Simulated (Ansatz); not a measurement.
# Current against voltage: (C≡C)1 chain with isocyanide ends, between Au atomic chains

Wanted: I(V), the voltage drop and T(E, V).

Main program and level: Ansatz 0.2.0; DFT PBE, plane waves, PAW; relaxation of a junction, electrodes held but for their tips, in the first sound run; inputs show where later runs differ.

## 1. Set-up

The cell holds 38 atoms: 32 Au, 4 C and 2 N. Its edges and angles: a = 6.000 Å, b = 6.000 Å, c = 102.532 Å, α = 90.0°, β = 90.0°, γ = 90.0°. Electrodes: Au atomic chain; the apex atoms were set 10.532 Å apart; the free molecule is [C-]#[N+]C#C[N+]#[C-]. Regions: lower lead, 16 atoms (16 Au); bridge, 6 atoms (4 C and 2 N); upper lead, 16 atoms (16 Au). Vacuum lies along a, b and c.

## 2. Relaxing the junction

The bridge and the electrodes' tips relax, while 28 atoms stay at the lead's spacing, so that the ends still repeat as a lead. The cutoff is set under the files' recommended one to save time.

Contents of input.yaml:

```yaml
crystal:
  lattice:
    - [6.0, 0.0, 0.0]
    - [0.0, 6.0, 0.0]
    - [0.0, 0.0, 102.5318510805]
  atoms:
    - { symbol: Au, position: [0.499999803, 0.500000002, 0.0] }
    - { symbol: Au, position: [0.499999803, 0.500000002, 0.025357974] }
    - { symbol: Au, position: [0.499999803, 0.500000002, 0.050715948] }
    - { symbol: Au, position: [0.499999803, 0.500000002, 0.076073922] }
    - { symbol: Au, position: [0.499999803, 0.500000002, 0.101431895] }
    - { symbol: Au, position: [0.499999803, 0.500000002, 0.126789869] }
    - { symbol: Au, position: [0.499999803, 0.500000002, 0.152147843] }
    - { symbol: Au, position: [0.499999803, 0.500000002, 0.177505817] }
    - { symbol: Au, position: [0.499999803, 0.500000002, 0.202863791] }
    - { symbol: Au, position: [0.499999803, 0.500000002, 0.228221765] }
    - { symbol: Au, position: [0.499999803, 0.500000002, 0.253579739] }
    - { symbol: Au, position: [0.499999803, 0.500000002, 0.278937713] }
    - { symbol: Au, position: [0.499999803, 0.500000002, 0.304295686] }
    - { symbol: Au, position: [0.499999803, 0.500000002, 0.32965366] }
    - { symbol: Au, position: [0.499999803, 0.500000002, 0.355011634] }
    - { symbol: Au, position: [0.499999803, 0.500000002, 0.380369608] }
    - { symbol: C, position: [0.499999991, 0.500000003, 0.40021905] }
    - { symbol: "N", position: [0.500000099, 0.500000004, 0.411629261] }
    - { symbol: C, position: [0.500000197, 0.500000002, 0.425877123] }
    - { symbol: C, position: [0.500000187, 0.499999999, 0.437579941] }
    - { symbol: "N", position: [0.500000091, 0.499999996, 0.451827803] }
    - { symbol: C, position: [0.499999986, 0.499999998, 0.463238014] }
    - { symbol: Au, position: [0.499999803, 0.500000002, 0.483087456] }
    - { symbol: Au, position: [0.499999803, 0.500000002, 0.50844543] }
    - { symbol: Au, position: [0.499999803, 0.500000002, 0.533803404] }
    - { symbol: Au, position: [0.499999803, 0.500000002, 0.559161377] }
    - { symbol: Au, position: [0.499999803, 0.500000002, 0.584519351] }
    - { symbol: Au, position: [0.499999803, 0.500000002, 0.609877325] }
    - { symbol: Au, position: [0.499999803, 0.500000002, 0.635235299] }
    - { symbol: Au, position: [0.499999803, 0.500000002, 0.660593273] }
    - { symbol: Au, position: [0.499999803, 0.500000002, 0.685951247] }
    - { symbol: Au, position: [0.499999803, 0.500000002, 0.711309221] }
    - { symbol: Au, position: [0.499999803, 0.500000002, 0.736667194] }
    - { symbol: Au, position: [0.499999803, 0.500000002, 0.762025168] }
    - { symbol: Au, position: [0.499999803, 0.500000002, 0.787383142] }
    - { symbol: Au, position: [0.499999803, 0.500000002, 0.812741116] }
    - { symbol: Au, position: [0.499999803, 0.500000002, 0.83809909] }
    - { symbol: Au, position: [0.499999803, 0.500000002, 0.863457064] }
kpoints:
  mp_grid: { grid: [1, 1, 1] }
scf:
  occupations: { method: fermi_dirac, width: 0.1 }
hamiltonian:
  xc: pbe
relax:
  constraints:
    - { sites: [0, 1, 2, 3, 4, 5, 6, 7, 8, 9, 10, 11, 12, 13, 24, 25, 26, 27, 28, 29, 30, 31, 32, 33, 34, 35, 36, 37] }
  f_tol: 0.07
  max_steps: 30
basis:
  ecutwfc: "340 eV"
```

On the command line:

```bash
$ ansatz run input.yaml --threads 8 --pin off --max-ram 16384MiB --backend cpu --events-out ev --progress --plain --runs-dir out
```

Numbers of over 12 decimals in the logs are rounded to 6 here.

The log of the run:

```text
Warning: the atoms were moved onto the symmetric positions of the space group found under crystal.symmetry.tolerance 1.0e-5 (fractional; no operation is sought that the atoms, as they stand in a round, miss by more than twice it, and no atom is moved by as much as it), and the run uses the moved positions. Before a round's move an operation carried an atom to 4.18e-6 Å from where it should land, the largest such dist [...]
Warning: basis.ecutwfc = 340 eV is below the records' recommended 420 eV, and the density's cutoff is lower with it unless basis.ecutrho_ratio is high enough to keep the records' density cutoff: compare with a run at a higher cutoff
Engine: ansatz 0.2.0, aarch64-unknown-linux-gnu
Pseudopotentials: kind: paw
Pseudopotential: Au, paw, valence charge 19, recommended cutoff 420 eV (normal), Au.paw.azcp
Pseudopotential: C, paw, valence charge 4, recommended cutoff 420 eV (normal), C.paw.azcp
Pseudopotential: N, paw, valence charge 5, recommended cutoff 420 eV (normal), N.paw.azcp
Functional definition: PBE
  parameter kappa = 0.804
  parameter beta = 0.066725
  exchange = pbe_x(kappa = kappa, mu = beta*pi^2/3)
  correlation = pbe_c(beta = beta)
Crystal: 38 atoms, lattice volume = 3691.147 Å³
Basis set: ecut = 340 eV, 52369 PW (Γ), exchange–correlation on 80×80×1250 points (8 copies of the dense FFT grid, shifted against one another)
Bands: 381, of which v1, the nominal top of the filled ones, is band 317 counted from 1 (316 counted from 0)
Symmetry: 16 space group operations
Space group: P4/mmm (ITA 123), of the structure as read, at distance tolerance 1.5e-4 Å
k-points: 1
Non-local potential: Au, projectors of the file, l = 0: 3, l = 1: 2, l = 2: 2, l = 3: 1
Non-local potential: C, projectors of the file, l = 0: 2, l = 1: 2, l = 2: 1
Non-local potential: N, projectors of the file, l = 0: 2, l = 1: 2, l = 2: 1
PAW form: soft (Blöchl's): semilocal exchange-correlation on the pseudo side does not see the compensation charge
PAW one-centre angular grid: Au, 590 points (default); XC on 64 Gauss nodes
PAW one-centre angular grid: C, 110 points (default); XC on 64 Gauss nodes
PAW one-centre angular grid: N, 110 points (default); XC on 64 Gauss nodes
Initial density: superposition of atomic densities (neutral atoms: chi_scale 0, normalization atom), corrected by the library's trained network
Initial wavefunctions: pseudopotential atomic-orbital guess
Functional: x = pbe(κ = 0.804, μ = 0.219515), c = pbe(β = 0.066725)
SCF iter   1: F=—  HF=-422500.172750 eV  |F-HF|=—  |Δ(HF+E_count)|=         —  Δρ=3.96e-3  dr2=5.11e0  ethr=1.77e-3  ⟨swp⟩=7.0  Hψ=1606  notcnv=0  defer=10
preconditioner: auto → LDOS  [insulator: Δε(μ)=0.374 eV  Ē_g=6.790 eV  σ=0.100 eV  W_gap=0.62  n_scr=474 (ndim 8)  ℏωp=11.9 eV  f_vac=0.653  D(μ)=35.90/eV (n_scr^D=150)  ε∞_Penn≈4.1  β→1.0]
SCF iter   2: F=—  HF=-422509.073929 eV  |F-HF|=—  |Δ(HF+E_count)|=    8.90e0  Δρ=2.90e-2  dr2=1.20e3  ethr=8.06e-4  ⟨swp⟩=7.0  Hψ=1318  notcnv=0  defer=44  recentre
SCF iter   3: F=—  HF=-422500.060299 eV  |F-HF|=—  |Δ(HF+E_count)|=    9.01e0  Δρ=3.28e-3  dr2=4.36e0  ethr=8.06e-4  ⟨swp⟩=4.0  Hψ=865  notcnv=0  defer=36
SCF iter   4: F=—  HF=-422499.826000 eV  |F-HF|=—  |Δ(HF+E_count)|=   2.34e-1  Δρ=2.46e-3  dr2=3.21e0  ethr=6.87e-4  ⟨swp⟩=2.0  Hψ=440  notcnv=0  defer=38
SCF iter   5: F=—  HF=-422499.635012 eV  |F-HF|=—  |Δ(HF+E_count)|=   1.91e-1  Δρ=1.98e-3  dr2=2.16e0  ethr=5.07e-4  ⟨swp⟩=3.0  Hψ=452  notcnv=0  defer=42
SCF iter   6: F=—  HF=-422499.550122 eV  |F-HF|=—  |Δ(HF+E_count)|=   8.49e-2  Δρ=1.04e-3  dr2=1.65e0  ethr=3.41e-4  ⟨swp⟩=2.0  Hψ=544  notcnv=0  defer=42
SCF iter   7: F=—  HF=-422499.546823 eV  |F-HF|=—  |Δ(HF+E_count)|=   3.30e-3  Δρ=9.46e-4  dr2=1.35e0  ethr=2.60e-4  ⟨swp⟩=2.0  Hψ=440  notcnv=0  defer=42
SCF iter   8: F=—  HF=-422499.519569 eV  |F-HF|=—  |Δ(HF+E_count)|=   2.73e-2  Δρ=8.11e-4  dr2=1.05e0  ethr=2.13e-4  ⟨swp⟩=1.0  Hψ=337  notcnv=0  defer=42
SCF iter   9: F=—  HF=-422499.497699 eV  |F-HF|=—  |Δ(HF+E_count)|=   2.19e-2  Δρ=6.77e-4  dr2=7.95e-1  ethr=1.66e-4  ⟨swp⟩=1.0  Hψ=337  notcnv=0  defer=42
SCF iter  10: F=—  HF=-422499.468416 eV  |F-HF|=—  |Δ(HF+E_count)|=   2.93e-2  Δρ=5.39e-4  dr2=2.80e-1  ethr=1.25e-4  ⟨swp⟩=2.0  Hψ=440  notcnv=0  defer=42
SCF iter  11: F=—  HF=-422499.449021 eV  |F-HF|=—  |Δ(HF+E_count)|=   1.94e-2  Δρ=3.61e-4  dr2=9.60e-3  ethr=4.41e-5  ⟨swp⟩=2.0  Hψ=535  notcnv=0  defer=42
SCF iter  12: F=—  HF=-422499.446844 eV  |F-HF|=—  |Δ(HF+E_count)|=   2.18e-3  Δρ=1.61e-4  dr2=3.30e-3  ethr=1.51e-6  ⟨swp⟩=3.0  Hψ=652  notcnv=0  defer=41
SCF iter  13: F=—  HF=-422499.446812 eV  |F-HF|=—  |Δ(HF+E_count)|=   3.19e-5  Δρ=1.01e-4  dr2=7.54e-4  ethr=5.20e-7  ⟨swp⟩=2.0  Hψ=536  notcnv=0  defer=41
SCF iter  14: F=—  HF=-422499.446835 eV  |F-HF|=—  |Δ(HF+E_count)|=   2.33e-5  Δρ=5.41e-5  dr2=2.97e-4  ethr=1.19e-7  ⟨swp⟩=2.0  Hψ=611  notcnv=0  defer=41
SCF iter  15: F=—  HF=-422499.446863 eV  |F-HF|=—  |Δ(HF+E_count)|=   2.73e-5  Δρ=3.46e-5  dr2=1.21e-4  ethr=4.69e-8  ⟨swp⟩=2.0  Hψ=533  notcnv=0  defer=41
SCF iter  16: F=-422499.446846 eV  HF=-422499.446863 eV  |F-HF|=1.72e-5  |Δ(HF+E_count)|=   6.34e-7  Δρ=1.75e-5  dr2=2.93e-5  ethr=1.58e-8  ⟨swp⟩=2.0  Hψ=935  notcnv=0
SCF 1 converged in 16 iterations: F = -422499.446846 eV  dr2 = 2.93e-5
  greatest PAW one-centre occupation: 1.001 electrons in one spin orbital (limit 2), on the Au atom at site 22 (counted from 0), in its partial waves of l = 0
relax step   1: F+E_penalty+E_count = -422499.44684593 eV  Δ(F+E_penalty+E_count) = +0.000e0 eV  max|allowed force component| = 7.461e0 eV/Å  Δτ_max = 0.0000 Å  (16 SCF iters, dr2 threshold 1.00e-4 eV, accepted)
Initial density: handed on by an earlier stage of this run
Initial wavefunctions: those handed on with the density
iter 1 solved again at ethr=2.62e-4 eV; its pass at ethr=3.10e-3 eV (dr2=1.66e0 eV) is discarded
SCF iter   1: F=—  HF=-422500.884988 eV  |F-HF|=—  |Δ(HF+E_count)|=         —  Δρ=6.51e-3  dr2=1.78e0  ethr=2.62e-4  ⟨swp⟩=2.0  Hψ=1226  notcnv=0  defer=44
preconditioner: auto → LDOS  [insulator: Δε(μ)=0.363 eV  Ē_g=6.491 eV  σ=0.100 eV  W_gap=0.64  n_scr=474 (ndim 8)  ℏωp=11.8 eV  f_vac=0.651  D(μ)=37.42/eV (n_scr^D=160)  ε∞_Penn≈4.3  β→1.0]
SCF iter   2: F=—  HF=-422501.609225 eV  |F-HF|=—  |Δ(HF+E_count)|=   7.24e-1  Δρ=9.72e-3  dr2=5.87e0  ethr=2.62e-4  ⟨swp⟩=5.0  Hψ=884  notcnv=0  defer=44  recentre
SCF iter   3: F=—  HF=-422500.621456 eV  |F-HF|=—  |Δ(HF+E_count)|=   9.88e-1  Δρ=2.33e-3  dr2=2.25e-1  ethr=2.62e-4  ⟨swp⟩=3.0  Hψ=941  notcnv=0  defer=47
[...]
SCF iter   7: F=-422500.757269 eV  HF=-422500.757284 eV  |F-HF|=1.41e-5  |Δ(HF+E_count)|=   1.13e-6  Δρ=1.33e-5  dr2=1.89e-5  ethr=1.58e-8  ⟨swp⟩=2.0  Hψ=1203  notcnv=0
SCF 3 converged in 7 iterations: F = -422500.757269 eV  dr2 = 1.89e-5
  greatest PAW one-centre occupation: 1.001 electrons in one spin orbital (limit 2), on the Au atom at site 15 (counted from 0), in its partial waves of l = 0
relax step   3: F+E_penalty+E_count = -422500.75726944 eV  Δ(F+E_penalty+E_count) = -1.719e-1 eV  max|allowed force component| = 1.564e0 eV/Å  Δτ_max = 0.1310 Å  (7 SCF iters, dr2 threshold 1.00e-4 eV, accepted)
[...]
relax step   4: F+E_penalty+E_count = -422500.83009924 eV  Δ(F+E_penalty+E_count) = -7.283e-2 eV  max|allowed force component| = 2.803e-1 eV/Å  Δτ_max = 0.0490 Å  (6 SCF iters, dr2 threshold 1.00e-4 eV, accepted)
[...]
relax step   5: F+E_penalty+E_count = -422500.83166615 eV  Δ(F+E_penalty+E_count) = -1.567e-3 eV  max|allowed force component| = 8.712e-2 eV/Å  Δτ_max = 0.0082 Å  (6 SCF iters, dr2 threshold 4.91e-6 eV, accepted)
SCF iter   1: F=—  HF=-422500.833255 eV  |F-HF|=—  |Δ(HF+E_count)|=         —  Δρ=5.19e-5  dr2=1.60e-4  ethr=6.25e-8  ⟨swp⟩=5.0  Hψ=651  notcnv=0  defer=36
preconditioner: auto → LDOS  [insulator: Δε(μ)=0.365 eV  Ē_g=6.562 eV  σ=0.100 eV  W_gap=0.64  n_scr=474 (ndim 8)  ℏωp=11.8 eV  f_vac=0.651  D(μ)=37.05/eV (n_scr^D=150)  ε∞_Penn≈4.2  β→1.0]
SCF iter   2: F=—  HF=-422500.833400 eV  |F-HF|=—  |Δ(HF+E_count)|=   1.45e-4  Δρ=1.01e-4  dr2=1.10e-3  ethr=2.53e-8  ⟨swp⟩=3.0  Hψ=767  notcnv=0  defer=36  recentre
SCF iter   3: F=—  HF=-422500.833124 eV  |F-HF|=—  |Δ(HF+E_count)|=   2.76e-4  Δρ=1.20e-5  dr2=9.04e-6  ethr=2.53e-8  ⟨swp⟩=3.0  Hψ=664  notcnv=0  defer=36
SCF iter   4: F=—  HF=-422500.831743 eV  |F-HF|=—  |Δ(HF+E_count)|=   1.38e-3  Δρ=3.85e-6  dr2=1.01e-6  ethr=1.43e-9  ⟨swp⟩=3.0  Hψ=538  notcnv=0  defer=36
SCF iter   5: F=—  HF=-422500.831743 eV  |F-HF|=—  |Δ(HF+E_count)|=   1.05e-7  Δρ=1.12e-6  dr2=1.98e-7  ethr=1.60e-10  ⟨swp⟩=3.0  Hψ=539  notcnv=0  defer=36
SCF iter   6: F=-422500.831743 eV  HF=-422500.831743 eV  |F-HF|=2.32e-8  |Δ(HF+E_count)|=   1.69e-8  Δρ=4.18e-7  dr2=2.98e-8  ethr=1.58e-11  ⟨swp⟩=4.0  Hψ=896  notcnv=0
SCF 6 converged in 6 iterations: F = -422500.831743 eV  dr2 = 2.98e-8
relax step   6: F+E_penalty+E_count = -422500.83174267 eV  Δ(F+E_penalty+E_count) = -7.652e-5 eV  max|allowed force component| = 4.877e-3 eV/Å  Δτ_max = 0.0015 Å  (6 SCF iters, accepted)
SCF converged after 6 iterations
Free energy (F): -422500.831743 eV
Harris-Foulkes:  -422500.831743 eV  (|F-HF|=2.32e-8)
Internal energy: -422499.505595 eV  (E = F + TS)
E sigma→0 (E₀):  -422500.168669 eV
Entropy (-TS):   -1.326148 eV (-34.899 meV/atom)
Fermi energy:    -2.263954 eV
--- Per-component energies (eV) ---
  E_band       = -19339.472288
  E_kinetic    = 19977.259818
  E_local      = -315937.464730  (includes V_loc(G=0)·N_el)
  E_nonlocal   = 2591.459004
  E_hartree    = 147405.440682
  E_xc         = -7527.614365
  E_vxc        = -9077.634245  (∫ρ·V_xc dr)
  E_paw        = -311299.124690  (= ΣΔE_a)
  E_vpaw       = -11704.090757  (= ΣTr[D̂ρ^β])
  E_aug_tail   = 0.118455  (compensation charges beyond the density's cutoff)
  E_ewald      = 42290.420231
  E_smearing   = -1.326148  (= −TS)
  E_closure    = 0.000000  (closes the sum)
  Σ components = -422500.831743   (vs F -422500.831743, Δ=0.00e0)
--- Forces (eV/Å), atoms counted from 1 ---
  atom   1  Au     0.00000000     0.00000000     0.46393885
  atom   2  Au     0.00000000    -0.00000000    -0.41529534
  atom   3  Au    -0.00000000     0.00000000     0.10867378
  atom   4  Au    -0.00000000    -0.00000000    -0.01426267
  atom   5  Au     0.00000000    -0.00000000    -0.01915106
  atom   6  Au     0.00000000    -0.00000000     0.03262409
  atom   7  Au    -0.00000000     0.00000000    -0.04333516
  atom   8  Au     0.00000000     0.00000000     0.04274262
  atom   9  Au     0.00000000    -0.00000000    -0.03193334
  atom  10  Au    -0.00000000    -0.00000000     0.02112837
  atom  11  Au    -0.00000000    -0.00000000     0.00598819
  atom  12  Au     0.00000000     0.00000000    -0.07767525
  atom  13  Au    -0.00000000     0.00000000     0.15675123
  atom  14  Au    -0.00000000     0.00000000     0.34355650
  atom  15  Au     0.00000000    -0.00000000    -0.00088761
  atom  16  Au     0.00000000     0.00000000    -0.00125852
  atom  17  C     -0.00000000    -0.00000000     0.00340779
  atom  18  N      0.00000000    -0.00000000    -0.00138502
  atom  19  C      0.00000000    -0.00000000     0.00487736
  atom  20  C      0.00000000    -0.00000000    -0.00487736
  atom  21  N      0.00000000    -0.00000000     0.00138502
  atom  22  C     -0.00000000    -0.00000000    -0.00340779
  atom  23  Au     0.00000000     0.00000000     0.00125852
  atom  24  Au     0.00000000    -0.00000000     0.00088761
  atom  25  Au    -0.00000000     0.00000000    -0.34355650
  atom  26  Au    -0.00000000     0.00000000    -0.15675123
  atom  27  Au     0.00000000     0.00000000     0.07767525
  atom  28  Au    -0.00000000    -0.00000000    -0.00598819
  atom  29  Au    -0.00000000    -0.00000000    -0.02112837
  atom  30  Au     0.00000000    -0.00000000     0.03193334
  atom  31  Au     0.00000000     0.00000000    -0.04274262
  atom  32  Au    -0.00000000     0.00000000     0.04333516
  atom  33  Au     0.00000000    -0.00000000    -0.03262409
  atom  34  Au     0.00000000    -0.00000000     0.01915106
  atom  35  Au    -0.00000000     0.00000000     0.01426267
  atom  36  Au    -0.00000000     0.00000000    -0.10867378
  atom  37  Au     0.00000000    -0.00000000     0.41529534
  atom  38  Au     0.00000000    -0.00000000    -0.46393885
  max |Σ_I F_I| component: 1.11e-16 eV/Å
--- Relaxed structure (6 steps of the walk, 6 accepted, 0 SCFs on fresh bases) ---
  F+E_penalty+E_count = -422500.83174267 eV   max|allowed force component| = 4.877e-3 eV/Å
  atoms:
    - { symbol: Au, position: [0.5, 0.5, -7.894736299272534e-11] }
    - { symbol: Au, position: [0.5, 0.5, 0.025358] }
    - { symbol: Au, position: [0.5, 0.5, 0.050716] }
    - { symbol: Au, position: [0.5, 0.5, 0.076074] }
    - { symbol: Au, position: [0.5, 0.5, 0.101432] }
    - { symbol: Au, position: [0.5, 0.5, 0.126790] }
    - { symbol: Au, position: [0.5, 0.5, 0.152148] }
    - { symbol: Au, position: [0.5, 0.5, 0.177506] }
    - { symbol: Au, position: [0.5, 0.5, 0.202864] }
    - { symbol: Au, position: [0.5, 0.5, 0.228222] }
    - { symbol: Au, position: [0.5, 0.5, 0.253580] }
    - { symbol: Au, position: [0.5, 0.5, 0.278938] }
    - { symbol: Au, position: [0.5, 0.5, 0.304296] }
    - { symbol: Au, position: [0.5, 0.5, 0.329654] }
    - { symbol: Au, position: [0.5, 0.5, 0.357510] }
    - { symbol: Au, position: [0.5, 0.5, 0.382538] }
    - { symbol: C, position: [0.5, 0.5, 0.401379] }
    - { symbol: N, position: [0.5, 0.5, 0.413102] }
    - { symbol: C, position: [0.5, 0.5, 0.425726] }
    - { symbol: C, position: [0.5, 0.5, 0.437731] }
    - { symbol: N, position: [0.5, 0.5, 0.450355] }
    - { symbol: C, position: [0.5, 0.5, 0.462078] }
    - { symbol: Au, position: [0.5, 0.5, 0.480919] }
    - { symbol: Au, position: [0.5, 0.5, 0.505947] }
    - { symbol: Au, position: [0.5, 0.5, 0.533803] }
    - { symbol: Au, position: [0.5, 0.5, 0.559161] }
    - { symbol: Au, position: [0.5, 0.5, 0.584519] }
    - { symbol: Au, position: [0.5, 0.5, 0.609877] }
    - { symbol: Au, position: [0.5, 0.5, 0.635235] }
    - { symbol: Au, position: [0.5, 0.5, 0.660593] }
    - { symbol: Au, position: [0.5, 0.5, 0.685951] }
    - { symbol: Au, position: [0.5, 0.5, 0.711309] }
    - { symbol: Au, position: [0.5, 0.5, 0.736667] }
    - { symbol: Au, position: [0.5, 0.5, 0.762025] }
    - { symbol: Au, position: [0.5, 0.5, 0.787383] }
    - { symbol: Au, position: [0.5, 0.5, 0.812741] }
    - { symbol: Au, position: [0.5, 0.5, 0.838099] }
    - { symbol: Au, position: [0.5, 0.5, 0.863457] }
```

Elapsed: 81 s, on 8 threads of Arm Neoverse V2, shared host; peak memory 3.1 GiB; 10 min of CPU time.

The steps of the relaxation:

```
step  energy less that of the first step (eV)  largest force component (eV/Å)
   1                                   0.0000                          7.4605
   2                                  -1.1385                          3.6333
   3                                  -1.3104                          1.5639
   4                                  -1.3833                          0.2803
   5                                  -1.3848                          0.0871
   6                                  -1.3849                          0.0049
```

Forces are held to the 16 operations that the run works with; a distortion that breaks them can't arise in this run.

The atoms that moved most (Å):

| atom | dx | dy | dz | length |
| --- | --- | --- | --- | --- |
| Au24 | 0.000 | 0.000 | -0.256 | 0.256 |
| Au15 | 0.000 | 0.000 | 0.256 | 0.256 |
| Au23 | 0.000 | 0.000 | -0.222 | 0.222 |
| Au16 | 0.000 | 0.000 | 0.222 | 0.222 |
| N21 | 0.000 | 0.000 | -0.151 | 0.151 |
| N18 | 0.000 | 0.000 | 0.151 | 0.151 |
| C22 | 0.000 | 0.000 | -0.119 | 0.119 |
| C17 | 0.000 | 0.000 | 0.119 | 0.119 |

This step gave:

```
energy at zero smearing : -422500.1687 eV
```

The largest force component on a free atom ends at 0.005 eV/Å, under the limit of 0.07. The apex atoms end 10.09 Å apart, and their nearest bridge atoms lie at 1.93 Å (Au–C) and 1.93 Å (Au–C).

[end of part 1 of 2]

[Logs are printed without paths, hosts, clocks, repeated set-up lines and the standing remarks that a program may print on its own settings, such as how far it seeks lower states.]

[Hosts, paths, dates, database ids (printed as entryN), source tags and the programs' standing remarks are cut or masked in the printed files.]
